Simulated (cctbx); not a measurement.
**Resonant diffraction in RbCo2S4**

Space group Pmmn (no. 59, origin choice 1), a = 7.6400 Å, b = 13.6190 Å, c = 6.4730 Å, α = 90.00°, β = 90.00°, γ = 90.00°.

```csv
atom,mult.,x,y,z,Ueq (Å²)
Rb1,2,0,1/2,0.4862,0.0101
Rb2,2,0,0,0.1478,0.0078
Co1,4,1/4,1/4,0,0.0125
Co2,4,1/2,0.2535,0.4910,0.0130
S1,8,0.2459,0.8494,0.3318,0.0148
S2,4,1/2,0.6524,0.1631,0.0086
S3,4,0,0.6560,0.1741,0.0097
```

The model was made for the exercise: a known structure type with other elements put in, its volume estimated, not relaxed; displacement parameters are assumed.

Calculated with cctbx: free-atom f′ and f″ from the Sasaki tables, no fine structure; amplitudes in electrons.

```csv
E (eV),F 2 2 0,F 0 0 1,F 1 1 1,F 0 4 0
14600,109.4,25.5,96.7,141.5
14950,106.2,24.9,94.2,138.4
15080,103.4,24.3,91.9,135.6
15140,100.7,23.8,89.7,132.9
15170,97.9,23.2,87.6,130.2
15185,95.2,22.7,85.4,127.5
15192,92.8,22.2,83.4,125.1
15196,90.3,21.7,81.4,122.6
15204,90.0,21.6,81.1,122.8
15208,93.3,22.3,83.7,126.1
15215,96.1,22.8,85.9,128.8
15230,99.0,23.4,88.3,131.8
15260,101.9,24.0,90.6,134.7
15350,105.8,24.8,93.8,138.6
15600,109.8,25.6,97.0,142.7
```

**Question.** Which edge is crossed, and why do the reflections move as they do?

The K edge of Rb. The edge is at 15200 eV. f′ of Rb falls from -4.4 e at 15080 eV to -7.7 e at 4 eV below it, and f″ steps from 0.51 to 3.78 e across it. Over that approach |F| changes by -13 % (2 2 0), -11 % (0 0 1), -11 % (1 1 1) and -10 % (0 4 0): a reflection falls where Rb scatters in phase with the total and rises where it scatters against it; it hardly moves where the Rb term is small or cancels by symmetry. Above the edge the larger f″ enters the imaginary part, where it can add to or cancel the other atoms' f″. The structure is centrosymmetric, so Friedel mates stay equal.

[Logs are printed without paths, hosts, clocks, repeated set-up lines and the standing remarks that a program may print on its own settings, such as how far it seeks lower states.]
